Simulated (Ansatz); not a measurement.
# KSrCl3: complex band structure

Wanted: the relaxed cell of KSrCl3, its band edges and its decay constants. It is built by putting Sr for Pb, K for Cs in the CsPbCl3 structure of space group Pm-3m, with the volume rescaled by atomic radii. The parent structure comes from the Materials Project.

Method: PBE DFT, plane waves, PAW files, in the first sound run; inputs show where later runs differ, in Ansatz 0.2.0.

The structure was built from a prototype and need not be the compound's stable phase.

**1. Set-up**

Symmetry: Pm-3m, No. 221, cubic system. Conventional cell: a = 5.690 Å, b = 5.690 Å, c = 5.690 Å, α = 90.00°, β = 90.00°, γ = 90.00°. K has 12 Cl at 4.02 Å nearest. Nearest to Sr lie 6 Cl at 2.85 Å. Cl has 2 Sr at 2.85 Å and 4 K at 4.02 Å nearest. It derives from CsPbCl3. Sr for Pb, K for Cs in the CsPbCl3 structure of space group Pm-3m. Farther neighbours and most contacts between anions are not listed.

Structure file:

```cif
data_structure
_symmetry_space_group_name_H-M 'Pm-3m'
_symmetry_Int_Tables_number 221
_cell_length_a 5.6903
_cell_length_b 5.6903
_cell_length_c 5.6903
_cell_angle_alpha 90.000
_cell_angle_beta 90.000
_cell_angle_gamma 90.000
_cell_volume 184.25
loop_
_atom_site_label
_atom_site_type_symbol
_atom_site_symmetry_multiplicity
_atom_site_Wyckoff_symbol
_atom_site_fract_x
_atom_site_fract_y
_atom_site_fract_z
_atom_site_occupancy
K1 K 1 a 0.00000 0.00000 0.00000 1
Sr1 Sr 1 b 0.50000 0.50000 0.50000 1
Cl1 Cl 3 c 0.00000 0.50000 0.50000 1
```

**2. Relaxing the new crystal**

The substituted atoms don't fit the parent's cell, so cell and atoms relax together. A small smearing keeps the run stable in case the gap closes on the way.

The input, input.yaml:

```yaml
crystal:
  lattice:
    - [5.6902660183, 0.0, 0.0]
    - [0.0, 5.6902660183, 0.0]
    - [0.0, 0.0, 5.6902660183]
  atoms:
    - { symbol: K, position: [0.0, 0.0, 0.0] }
    - { symbol: Sr, position: [0.5, 0.5, 0.5] }
    - { symbol: Cl, position: [0.0, 0.5, 0.5] }
    - { symbol: Cl, position: [0.5, 0.0, 0.5] }
    - { symbol: Cl, position: [0.5, 0.5, 0.0] }
kpoints:
  mp_grid: { grid: [4, 4, 4] }
scf:
  occupations: { method: gaussian, width: 0.03 }
hamiltonian:
  xc: pbe
output:
  forces: true
  stress: true
relax:
  f_tol: 0.02
  max_steps: 60
  cell: {}
```

Started as:

```
> ansatz run input.yaml --threads 2 --pin off --max-ram 4096MiB --backend cpu --events-out ev --progress --plain --runs-dir out
```

Numbers of over 12 decimals in the logs are rounded to 6 here.

What it wrote:

```text
Engine: ansatz 0.2.0, aarch64-unknown-linux-gnu
Pseudopotentials: kind: paw
Pseudopotential: K, paw, valence charge 9, recommended cutoff 420 eV (normal), K.paw.azcp
Pseudopotential: Sr, paw, valence charge 10, recommended cutoff 420 eV (normal), Sr.paw.azcp
Pseudopotential: Cl, paw, valence charge 7, recommended cutoff 420 eV (normal), Cl.paw.azcp
Functional definition: PBE
  parameter kappa = 0.804
  parameter beta = 0.066725
  exchange = pbe_x(kappa = kappa, mu = beta*pi^2/3)
  correlation = pbe_c(beta = beta)
Crystal: 5 atoms, lattice volume = 184.246 Å³
Basis set: ecut = 420 eV, 3695 PW (Γ), exchange–correlation on 80×80×80 points (8 copies of the dense FFT grid, shifted against one another)
Bands: 25, of which v1, the nominal top of the filled ones, is band 20 counted from 1 (19 counted from 0)
Symmetry: 48 space group operations
Space group: Pm-3m (ITA 221), of the structure as read, at distance tolerance 5.7e-5 Å
k-points: 10 of 64
Non-local potential: K, projectors of the file, l = 0: 3, l = 1: 2, l = 2: 2
Non-local potential: Sr, projectors of the file, l = 0: 3, l = 1: 2, l = 2: 2
Non-local potential: Cl, projectors of the file, l = 0: 2, l = 1: 2, l = 2: 2
PAW form: soft (Blöchl's): semilocal exchange-correlation on the pseudo side does not see the compensation charge
PAW one-centre angular grid: K, 110 points (default); XC on 64 Gauss nodes
PAW one-centre angular grid: Sr, 110 points (default); XC on 64 Gauss nodes
PAW one-centre angular grid: Cl, 110 points (default); XC on 64 Gauss nodes
Initial density: superposition of atomic densities (neutral atoms: chi_scale 0, normalization atom), corrected by the library's trained network
Initial wavefunctions: pseudopotential atomic-orbital guess
Functional: x = pbe(κ = 0.804, μ = 0.219515), c = pbe(β = 0.066725)
SCF iter   1: F=—  HF=-8331.536201 eV  |F-HF|=—  |Δ(HF+E_count)|=         —  Δρ=2.81e-4  dr2=1.29e-4  ethr=1.77e-3  ⟨swp⟩=11.6  Hψ=1555  notcnv=0
preconditioner: auto → Resta (q_TF=auto, 2.115 Å⁻¹)  ε∞=2.4  [insulator: Δε(μ)=4.434 eV  Ē_g=13.667 eV  σ=0.030 eV  W_gap=1.00  n_scr=26 (ndim 8)  ℏωp=16.4 eV  f_vac=0.158  D(μ)=0.00/eV (n_scr^D=0)  ε∞_Penn≈2.4]
SCF iter   2: F=—  HF=-8331.538032 eV  |F-HF|=—  |Δ(HF+E_count)|=   1.83e-3  Δρ=1.47e-4  dr2=3.50e-5  ethr=3.22e-7  ⟨swp⟩=3.4  Hψ=793  notcnv=0  defer=6
SCF iter   3: F=—  HF=-8331.538282 eV  |F-HF|=—  |Δ(HF+E_count)|=   2.50e-4  Δρ=6.01e-5  dr2=6.16e-6  ethr=8.74e-8  ⟨swp⟩=2.0  Hψ=388  notcnv=0  defer=7
SCF iter   4: F=—  HF=-8331.538303 eV  |F-HF|=—  |Δ(HF+E_count)|=   2.09e-5  Δρ=7.78e-6  dr2=1.24e-7  ethr=1.54e-8  ⟨swp⟩=2.0  Hψ=393  notcnv=0  defer=7
iter 5 did not close the SCF: its close was put off for the readings that it lacked (scf_convergence_deferred on its scf_iter line)
SCF iter   5: F=-8331.538303 eV  HF=-8331.538303 eV  |F-HF|=1.32e-8  |Δ(HF+E_count)|=   4.01e-7  Δρ=2.29e-6  dr2=1.06e-8  ethr=3.10e-10  ⟨swp⟩=2.1  Hψ=431  notcnv=0  defer=7
SCF iter   6: F=-8331.538303 eV  HF=-8331.538303 eV  |F-HF|=9.26e-10  |Δ(HF+E_count)|=   1.75e-8  Δρ=5.35e-7  dr2=4.09e-10  ethr=2.64e-11  ⟨swp⟩=2.0  Hψ=876  notcnv=0
SCF 1 converged in 6 iterations: F = -8331.538303 eV  dr2 = 4.09e-10
  greatest PAW one-centre occupation: 0.987 electrons in one spin orbital (limit 2), on the K atom at site 0 (counted from 0), in its partial waves of l = 0
relax step   1: F+E_penalty+E_count = -8331.53830345 eV  Δ(F+E_penalty+E_count) = +0.000e0 eV  max|allowed force component| = 2.582e-29 eV/Å  Δτ_max = 0.0000 Å  P = -0.136 GPa  Ω = 184.246 Å³  (6 SCF iters, dr2 threshold 1.00e-7 eV, accepted)
Crystal: 5 atoms, lattice volume = 183.596 Å³
Initial density: handed on by an earlier stage of this run
Initial wavefunctions: those handed on with the density
iter 1 solved again at ethr=2.10e-7 eV; its pass at ethr=3.10e-3 eV (dr2=8.41e-5 eV) is discarded
SCF iter   1: F=—  HF=-8331.538570 eV  |F-HF|=—  |Δ(HF+E_count)|=         —  Δρ=1.19e-4  dr2=7.31e-5  ethr=2.10e-7  ⟨swp⟩=2.1  Hψ=1402  notcnv=0
preconditioner: auto → Resta (q_TF=auto, 2.116 Å⁻¹)  ε∞=2.4  [insulator: Δε(μ)=4.430 eV  Ē_g=13.673 eV  σ=0.030 eV  W_gap=1.00  n_scr=26 (ndim 8)  ℏωp=16.4 eV  f_vac=0.154  D(μ)=0.00/eV (n_scr^D=0)  ε∞_Penn≈2.4]
SCF iter   2: F=—  HF=-8331.538717 eV  |F-HF|=—  |Δ(HF+E_count)|=   1.47e-4  Δρ=5.88e-5  dr2=1.73e-5  ethr=1.83e-7  ⟨swp⟩=2.8  Hψ=447  notcnv=0
SCF iter   3: F=—  HF=-8331.538719 eV  |F-HF|=—  |Δ(HF+E_count)|=   2.45e-6  Δρ=1.70e-5  dr2=1.03e-6  ethr=4.32e-8  ⟨swp⟩=2.8  Hψ=478  notcnv=0
SCF iter   4: F=—  HF=-8331.538719 eV  |F-HF|=—  |Δ(HF+E_count)|=   1.98e-8  Δρ=4.35e-6  dr2=4.69e-8  ethr=2.56e-9  ⟨swp⟩=3.0  Hψ=505  notcnv=0
SCF iter   5: F=-8331.538719 eV  HF=-8331.538719 eV  |F-HF|=4.64e-9  |Δ(HF+E_count)|=   4.56e-8  Δρ=9.09e-7  dr2=1.95e-9  ethr=1.16e-10  ⟨swp⟩=4.2  Hψ=824  notcnv=0
SCF 2 converged in 5 iterations: F = -8331.538719 eV  dr2 = 1.95e-9
relax step   2: F+E_penalty+E_count = -8331.53871943 eV  Δ(F+E_penalty+E_count) = -4.160e-4 eV  max|allowed force component| = 3.839e-30 eV/Å  Δτ_max = 0.0000 Å  P = -0.066 GPa  Ω = 183.596 Å³  energy of the carried Pulay correction = +5.208e-6 eV  (5 SCF iters, dr2 threshold 4.66e-8 eV, accepted)
Crystal: 5 atoms, lattice volume = 182.996 Å³
iter 1 solved again at ethr=1.80e-7 eV; its pass at ethr=3.10e-3 eV (dr2=7.21e-5 eV) is discarded
SCF iter   1: F=—  HF=-8331.538696 eV  |F-HF|=—  |Δ(HF+E_count)|=         —  Δρ=1.10e-4  dr2=6.29e-5  ethr=1.80e-7  ⟨swp⟩=2.0  Hψ=1424  notcnv=0
preconditioner: auto → Resta (q_TF=auto, 2.118 Å⁻¹)  ε∞=2.4  [insulator: Δε(μ)=4.437 eV  Ē_g=13.679 eV  σ=0.030 eV  W_gap=1.00  n_scr=26 (ndim 8)  ℏωp=16.5 eV  f_vac=0.154  D(μ)=0.00/eV (n_scr^D=0)  ε∞_Penn≈2.4]
SCF iter   2: F=—  HF=-8331.538849 eV  |F-HF|=—  |Δ(HF+E_count)|=   1.53e-4  Δρ=5.46e-5  dr2=1.49e-5  ethr=1.57e-7  ⟨swp⟩=2.8  Hψ=447  notcnv=0
SCF iter   3: F=—  HF=-8331.538850 eV  |F-HF|=—  |Δ(HF+E_count)|=   1.04e-6  Δρ=1.58e-5  dr2=8.83e-7  ethr=3.73e-8  ⟨swp⟩=2.8  Hψ=478  notcnv=0
SCF iter   4: F=—  HF=-8331.538846 eV  |F-HF|=—  |Δ(HF+E_count)|=   3.50e-6  Δρ=4.06e-6  dr2=4.09e-8  ethr=2.21e-9  ⟨swp⟩=3.0  Hψ=507  notcnv=0
SCF iter   5: F=-8331.538846 eV  HF=-8331.538846 eV  |F-HF|=4.10e-9  |Δ(HF+E_count)|=   4.09e-8  Δρ=8.46e-7  dr2=1.71e-9  ethr=2.70e-11  ⟨swp⟩=5.0  Hψ=964  notcnv=0
SCF 3 converged in 5 iterations: F = -8331.538846 eV  dr2 = 1.71e-9
relax step   3: F+E_penalty+E_count = -8331.53884638 eV  Δ(F+E_penalty+E_count) = -1.269e-4 eV  max|allowed force component| = 7.264e-30 eV/Å  Δτ_max = 0.0000 Å  P = +0.001 GPa  Ω = 182.996 Å³  energy of the carried Pulay correction = +1.003e-5 eV  (5 SCF iters, dr2 threshold 1.08e-8 eV, accepted)
Initial wavefunctions: pseudopotential atomic-orbital guess (no wavefunctions were taken with the density)
iter 1 solved again at ethr=8.32e-8 eV; its pass at ethr=3.10e-3 eV (dr2=3.33e-5 eV) is discarded
SCF iter   1: F=—  HF=-8331.538654 eV  |F-HF|=—  |Δ(HF+E_count)|=         —  Δρ=4.61e-6  dr2=2.07e-8  ethr=8.32e-8  ⟨swp⟩=4.5  Hψ=2514  notcnv=0
preconditioner: auto → Resta (q_TF=auto, 2.118 Å⁻¹)  ε∞=2.4  [insulator: Δε(μ)=4.440 eV  Ē_g=13.680 eV  σ=0.030 eV  W_gap=1.00  n_scr=26 (ndim 8)  ℏωp=16.5 eV  f_vac=0.154  D(μ)=0.00/eV (n_scr^D=0)  ε∞_Penn≈2.4]
SCF iter   2: F=—  HF=-8331.538836 eV  |F-HF|=—  |Δ(HF+E_count)|=   1.82e-4  Δρ=2.09e-6  dr2=4.44e-9  ethr=5.17e-11  ⟨swp⟩=3.3  Hψ=634  notcnv=0
SCF iter   3: F=—  HF=-8331.538836 eV  |F-HF|=—  |Δ(HF+E_count)|=   4.21e-9  Δρ=1.36e-6  dr2=1.59e-9  ethr=1.11e-11  ⟨swp⟩=2.7  Hψ=417  notcnv=0
SCF iter   4: F=—  HF=-8331.538836 eV  |F-HF|=—  |Δ(HF+E_count)|=   4.44e-9  Δρ=1.89e-7  dr2=6.13e-11  ethr=3.98e-12  ⟨swp⟩=2.0  Hψ=443  notcnv=0
SCF iter   5: F=-8331.538836 eV  HF=-8331.538836 eV  |F-HF|=2.55e-11  |Δ(HF+E_count)|=  1.82e-10  Δρ=1.22e-7  dr2=1.50e-11  ethr=1.00e-12  ⟨swp⟩=5.0  Hψ=966  notcnv=0
SCF 4 converged in 5 iterations: F = -8331.538836 eV  dr2 = 1.50e-11
relax step   4: F+E_penalty+E_count = -8331.53883587 eV  Δ(F+E_penalty+E_count) = +1.051e-5 eV  max|allowed force component| = 8.178e-30 eV/Å  Δτ_max = 0.0000 Å  P = +0.001 GPa  Ω = 182.996 Å³  stress off target by 7.37e-4 GPa  SCF on the basis re-selected at this cell (its energy is not comparable with the rows above)  (5 SCF iters)
basis re-selected at this cell: Δ(F+E_penalty+E_count) = +1.051e-5 eV, ΔP = -0.000 GPa vs the last step (what re-selecting the basis moved, of the pressure what is left beyond the Pulay correction that the steps carried, after the strain that the cell walked since its last selection, with what the two solves' SCF thresholds leave and, on support functions, any second-order correction that the steps lacked; it is no m [...]
SCF converged after 5 iterations
Free energy (F): -8331.538836 eV
Harris-Foulkes:  -8331.538836 eV  (|F-HF|=2.55e-11)
Internal energy: -8331.538836 eV  (E = F + TS)
E sigma→0 (E₀):  -8331.538836 eV
Fermi energy:    2.744521 eV
--- Per-component energies (eV) ---
  E_band       = -347.331653
  E_kinetic    = 983.057748
  E_local      = -2360.569625  (includes V_loc(G=0)·N_el)
  E_nonlocal   = 299.887460
  E_hartree    = 742.530756
  E_xc         = -631.274786
  E_vxc        = -694.652326  (∫ρ·V_xc dr)
  E_paw        = -5454.394555  (= ΣΔE_a)
  E_vpaw       = -60.116672  (= ΣTr[D̂ρ^β])
  E_aug_tail   = 0.000263  (compensation charges beyond the density's cutoff)
  E_ewald      = -1910.776098
  E_smearing   = -0.000000  (= −TS)
  E_closure    = -0.000000  (closes the sum)
  Σ components = -8331.538836   (vs F -8331.538836, Δ=0.00e0)
--- Forces (eV/Å), atoms counted from 1 ---
  atom   1  K     -0.00000000     0.00000000     0.00000000
  atom   2  Sr     0.00000000     0.00000000     0.00000000
  atom   3  Cl    -0.00000000     0.00000000    -0.00000000
  atom   4  Cl     0.00000000    -0.00000000     0.00000000
  atom   5  Cl     0.00000000     0.00000000    -0.00000000
  max |Σ_I F_I| component: 6.71e-30 eV/Å
--- Stress (GPa, compression-positive) ---
        0.000737       0.000000      -0.000000
        0.000000       0.000737      -0.000000
       -0.000000      -0.000000       0.000737
  P = ⅓ Tr σ = 0.0007 GPa (0.007 kbar)
--- Relaxed structure (3 steps of the walk, 3 accepted, 1 SCFs on fresh bases) ---
  F+E_penalty+E_count = -8331.53883587 eV   max|allowed force component| = 8.178e-30 eV/Å   (the final SCF, on the basis selected at the relaxed cell)
  cell:  # Å, volume = 182.9956 Å³
    - [5.677366, 0, 0]
    - [0, 5.677366, 0]
    - [0, 0, 5.677366]
  atoms:
    - { symbol: K, position: [0, 0, 0] }
    - { symbol: Sr, position: [0.500000, 0.500000, 0.500000] }
    - { symbol: Cl, position: [0, 0.500000, 0.500000] }
    - { symbol: Cl, position: [0.500000, 0, 0.500000] }
    - { symbol: Cl, position: [0.500000, 0.500000, 0] }
```

Wall time 5.2 s (2 threads of Arm Neoverse V2, shared host); peak memory 0.41 GiB.

Step by step:

```
step  energy less that of the first step (eV)  largest force component (eV/Å)  pressure (GPa)  volume (Å³)
   1                                   0.0000                          0.0000           -0.14       184.25
   2                                  -0.0004                          0.0000           -0.07       183.60
   3                                  -0.0005                          0.0000            0.00       183.00
  4*                                  -0.0005                          0.0000            0.00       183.00
```

Relaxation steps marked * repeat the geometry before them on a plane-wave basis chosen anew for their cell, so energy and pressure can jump there.

The run keeps the 48 symmetry operations that it works with, so distortions that break them were not tested.

```
conventional cell, symmetrised  before  after  change
                         a (Å)   5.690  5.677  -0.2 %
                         b (Å)   5.690  5.677  -0.2 %
                         c (Å)   5.690  5.677  -0.2 %
              volume (Å³/atom)   36.85  36.60  -0.7 %
```

Final coordinates:

```xyz
5
Lattice="5.6774 0.0000 0.0000 0.0000 5.6774 0.0000 0.0000 0.0000 5.6774" Properties=species:S:1:pos:R:3 pbc="T T T"
K     0.0000    0.0000    0.0000
Sr    2.8387    2.8387    2.8387
Cl    0.0000    2.8387    2.8387
Cl    2.8387    0.0000    2.8387
Cl    2.8387    2.8387    0.0000
```

Numbers from this step:

```yaml
free_energy: -8331.5388 eV
fermi_energy: 2.745 eV
pressure: 7.37e-4 GPa
```

The largest force component on a free atom ends at 8.2e-30 eV/Å.

**3. Band edges**

The energy window and the wavevectors of the next steps follow from the band edges, so these are searched first, off the mesh as well.

The input, input.yaml:

```yaml
crystal:
  lattice:
    - [5.6773659358, 0.0, 0.0]
    - [0.0, 5.6773659358, 0.0]
    - [0.0, 0.0, 5.6773659358]
  atoms:
    - { symbol: K, position: [0.0, 0.0, 0.0] }
    - { symbol: Sr, position: [0.5, 0.5, 0.5] }
    - { symbol: Cl, position: [0.0, 0.5, 0.5] }
    - { symbol: Cl, position: [0.5, 0.0, 0.5] }
    - { symbol: Cl, position: [0.5, 0.5, 0.0] }
kpoints:
  mp_grid: { grid: [4, 4, 4] }
  band_path: { path: [VBM, CBM], npoints: 30 }
scf:
  occupations: { method: fixed }
hamiltonian:
  xc: pbe
output:
  eigenvalues: true
  write_potential: true
  write_density: true
  volumetric_format: npy
```

What it wrote:

```text
[...]
Crystal: 5 atoms, lattice volume = 182.996 Å³
Basis set: ecut = 420 eV, 3695 PW (Γ)
Bands: 25, of which v1, the nominal top of the filled ones, is band 20 counted from 1 (19 counted from 0)
Symmetry: 48 space group operations
[...]
k-points: 10 of 64
[...]
SCF iter   1: F=—  HF=-8331.537960 eV  |F-HF|=—  |Δ(HF+E_count)|=         —  Δρ=2.67e-4  dr2=1.10e-4  ethr=1.77e-3  ⟨swp⟩=6.1  Hψ=1230  notcnv=0  defer=24
[...]
SCF iter   6: F=-8331.538750 eV  HF=-8331.538750 eV  |F-HF|=1.21e-9  |Δ(HF+E_count)|=   7.75e-9  Δρ=7.27e-7  dr2=5.48e-10  ethr=2.74e-11  ⟨swp⟩=11.0  Hψ=1396  notcnv=0
SCF 1 converged in 6 iterations: F = -8331.538750 eV  dr2 = 5.48e-10
[...]
NSCF: frozen V_eff on 20 k-points
[...]
SCF converged after 6 iterations
Free energy (F): -8331.538750 eV
[...]
Internal energy: -8331.538750 eV  (E = F + TS)
E sigma→0 (E₀):  -8331.538750 eV
Fermi energy:    0.524357 eV
[...]
--- Band table (eV; the first three rows and the last of 10) ---
  k-point 0: bands = [... 16 lower, 0.1293, 0.2993, 0.2993, 0.2993, 4.9645, 6.6229, 6.6229, 6.6229, ... 1 higher]
  k-point 1: bands = [... 16 lower, 0.0352, 0.0832, 0.2592, 0.2592, 5.4945, 6.7248, 7.0869, 7.0869, ... 1 higher]
  k-point 2: bands = [... 16 lower, -0.1181, 0.0386, 0.2406, 0.2406, 6.5107, 6.8322, 6.8457, 7.7268, ... 1 higher]
  k-point 9: bands = [... 16 lower, -0.7346, 0.5244, 0.5244, 0.5244, 6.5447, 7.7820, 7.7820, 7.7820, ... 1 higher]
```

The job ended after 7 s (2 threads; peak memory 0.38 GiB; 13 s of CPU time).

Reading the cycles: dr2 is the Hartree energy of the density residual (eV), the measure of convergence; HF is the Harris–Foulkes estimate of the energy, which meets the free energy F at convergence.

Numbers from this step:

| Quantity | Value |
| --- | --- |
| Fermi energy | 0.5244 eV |
| gap on the k-mesh | 4.440 eV |
| gap on path | 4.440 eV, by band count; negative where bands overlap |
| direct gap on path | 4.665 eV |
| edge places on path | 0, 0.9584 1/A along the path |

The electronic bands at the labelled points (eV, zero at the Fermi level (highest filled level under fixed occupations); v1 is the highest filled band, c1 the lowest empty one):

```
  point     v4     v3     v2     v1    c1    c2    c3    c4
    VBM  -1.26   0.00   0.00   0.00  6.02  7.26  7.26  7.26
halfway  -0.84  -0.27  -0.27  -0.21  5.73  6.85  6.99  6.99
    CBM  -0.40  -0.23  -0.23  -0.23  4.44  6.10  6.10  6.10
```

The searched edges give 4.44 eV, as on the mesh.

(Part 1 of 3 ends here.)

[Logs are printed without paths, hosts, clocks, repeated set-up lines and the standing remarks that a program may print on its own settings, such as how far it seeks lower states.]

[Hosts, paths, dates, database ids (printed as entryN), source tags and the programs' standing remarks are cut or masked in the printed files.]
